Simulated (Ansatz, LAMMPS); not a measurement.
# Elastic response of amorphous 29Ga2O3-71GeO2 (mol %) (86 atoms): runs compared

How stiff is amorphous 29Ga2O3-71GeO2 (mol %) (86 atoms), and how do its levels respond to strain?

Computed with Ansatz 0.2.0: Kohn-Sham DFT, PBE, PAW (set soft_2), plane waves.

## Step 1: The cell

The cell holds 86 atoms: 14 Ga, 17 Ge and 55 O. Cell: a = 10.944 Å, b = 10.944 Å, c = 10.944 Å, α = 90.0°, β = 90.0°, γ = 90.0°. 86 atoms (14 Fe, 17 Ge, 55 O) placed at random at 3.74 g/cm³, melted at 5000 K for 10 ps at fixed volume with the Morse and Coulomb pair potential with partial charges (Pedone, Malavasi, Menziani, Cormack and Segre, J. Phys. Chem. B 110, 11780 (2006)). Quenched from 5000 K to 300 K at 100 K/ps and fixed volume, held 5 ps, then minimised at fixed cell. Then Fe was replaced by Ga and the cell scaled by 1.006 (the potential has no terms for the new elements, so the cell is a start for a DFT relaxation).

What the set-up can't give: The quench rate of 100 K/ps far exceeds what a furnace or splat quench reaches, so expect more defects and frozen-in strain than in a real sample. The starting topology of bonds comes from the classical model, and needn't be the one that DFT or experiment would give. Only the Γ point is sampled.

## Step 2: The reference run

The reference is a single point at the end of the relaxation.

Every strained cell starts from the geometry of this run, and its atoms are relaxed with the cell held.

Its input, with most atom lines left out:

```yaml
crystal:
  lattice:
    - [10.82036, -0.02153, -0.03635]
    - [-0.02153, 10.68539, 0.05068]
    - [-0.03635, 0.05068, 10.36234]
  atoms:
    - { symbol: Ga, position: [0.20467, 0.72068, 0.06852] }
    - { symbol: Ga, position: [0.52514, 0.02618, 0.28189] }
    - { symbol: Ga, position: [0.57277, 0.07435, 0.00509] }
    - { symbol: Ga, position: [0.20161, 0.24372, 0.78449] }
    - { symbol: Ga, position: [0.77933, 0.70766, 0.62957] }
    - { symbol: Ga, position: [0.42864, 0.57866, 0.15443] }
    - { symbol: Ga, position: [0.43289, 0.05068, 0.68727] }
    [... atom lines 8 to 86 left out ...]
kpoints:
  mp_grid: { grid: [1, 1, 1] }
hamiltonian:
  xc: pbe
scf:
  occupations: { method: fermi_dirac, width: 0.025 }
output:
  forces: true
  stress: true
  populations: true
  dos:
    method: { smearing: { sigma: 0.1 } }
    de: 0.1
    projected: { site_lists: { Ga: [Ga], Ge: [Ge], O: [O] } }
  eigenvalues: true
  write_density: true
  write_potential: true
  volumetric_format: npy
```

- free energy per atom: -1827.7188 eV/atom
- r.m.s. force component: 0.00191 eV/Å
- pressure: -0.004735 GPa

Filled and empty levels are parted by 1.75 eV (at Γ alone); a semilocal functional tends to put such gaps too low. In a disordered cell it changes from sample to sample, and tail or defect levels can set it.

## Step 3: The runs

Each row is one run, on 4 threads of AMD EPYC 9R14 (Zen 4), shared host. The free energy is the program's total, comparable only between runs with the same functional and atoms.

| run | atoms | outcome | relaxation steps | free energy (eV) | time | host memory (GiB) |
| --- | --- | --- | --- | --- | --- | --- |
| Single point at the start | 86 | converged | - | -157175.092 | 9.4 s | 2.0 |
| Cell and atoms relaxed | 86 | converged | 21 | -157183.817 | 4.2 min | 2.0 |
| Single point at the relaxed geometry | 86 | converged | - | -157183.817 | 15 s | 1.9 |
| Volume -3 % | 86 | converged | 7 | -157183.630 | 70 s | 1.8 |
| Volume +3 % | 86 | converged | 9 | -157183.636 | 99 s | 1.9 |
| Volume -6 % | 86 | converged | 8 | -157183.002 | 84 s | 1.8 |
| Volume +6 % | 86 | converged | 11 | -157183.149 | 2.1 min | 2.0 |
| Volume -10 % | 86 | converged | 9 | -157181.420 | 88 s | 1.7 |
| Stretched by 1 % along x | 86 | converged | 3 | -157183.776 | 32 s | 1.9 |
| Compressed by 1 % along x | 86 | converged | 5 | -157183.783 | 52 s | 1.8 |
| Sheared by 2 % in xy | 86 | converged | 5 | -157183.765 | 53 s | 1.9 |

In some runs the program notes that the exchange-correlation potential is rough where the density is thin and the SCF threshold is loose for the stress.

## Step 4: Pressure against volume

Atoms are relaxed at each volume, in the scaled cell.

| volume change (%) | volume (Å³/atom) | energy change (meV/atom) | pressure (GPa) | largest move on relaxing (Å) | bonds | gap (eV) |
| --- | --- | --- | --- | --- | --- | --- |
| -10 | 12.538 | 27.87 | 6.89 | 0.38 | 142 | 1.90 |
| -6 | 13.095 | 9.48 | 3.81 | 0.30 | 142 | 1.88 |
| -3 | 13.513 | 2.18 | 1.79 | 0.16 | 141 | 1.83 |
| +0 | 13.931 | 0.00 | 0.00 | - | 140 | 1.75 |
| +3 | 14.349 | 2.11 | -1.59 | 0.19 | 140 | 1.65 |
| +6 | 14.767 | 7.77 | -2.68 | 0.43 | 137 | 1.53 |

## Step 5: Uniaxial strain and shear

Stress (GPa, compression positive) less that of the relaxed cell, atoms relaxed:

| strain | xx | yy | zz | xy | energy change (meV/atom) |
| --- | --- | --- | --- | --- | --- |
| stretched by 1 % along x | -1.187 | -0.479 | -0.533 | -0.041 | 0.49 |
| compressed by 1 % along x | 1.080 | 0.406 | 0.467 | 0.043 | 0.40 |
| sheared by 2 % in xy | -0.093 | -0.059 | -0.018 | -0.637 | 0.60 |

## Step 6: What came out

The bulk modulus, from the slope of pressure against ln V over the three points nearest the relaxed volume, is 56.3 GPa; a quadratic over all points gives a pressure derivative of about 4.2. The count of bonds runs from 137 to 142 over the series, so at some points contacts cross the cutoffs. The gap changes by -2.3 eV per unit of ln V, on the run's k-points. In the Cartesian axes of the cell, finite differences give C11 = 113, C12 = 44.3, C13 = 50.0 and C66 = 31.9 GPa (the shear of 2 % is the engineering strain, εxy = 0.01). The mean of C11, C12 and C13, which equals the bulk modulus in a cubic or isotropic solid, is 69.2 GPa: it lies 23 % over the bulk modulus from the volumes. For an isotropic solid C66 would equal (C11 − C12)/2 = 34.5 GPa; so small a sample needn't be isotropic, and C66 rests on one shear. With the bulk modulus and C66 as K and G, Young's modulus would be about 80 GPa and Poisson's ratio 0.26.

Caveats: Strains are finite and relaxations stop at the force tolerance of the input, which can leave moduli too stiff; they are those of a static cell at zero temperature. Volumes are changed with the cell's shape held, so in an anisotropic solid the modulus lies over the one under free hydrostatic load. The program notes that the SCF threshold of the relaxations is loose for the stress.

The DFT runs together took 15 min of wall time.

[Long decimals in the printed logs are rounded to 6 places.]

[Logs are printed without paths, hosts, clocks, repeated set-up lines and the standing remarks that a program may print on its own settings, such as how far it seeks lower states.]

[Hosts, paths, dates, database ids (printed as entryN), source tags and the programs' standing remarks are cut or masked in the printed files.]
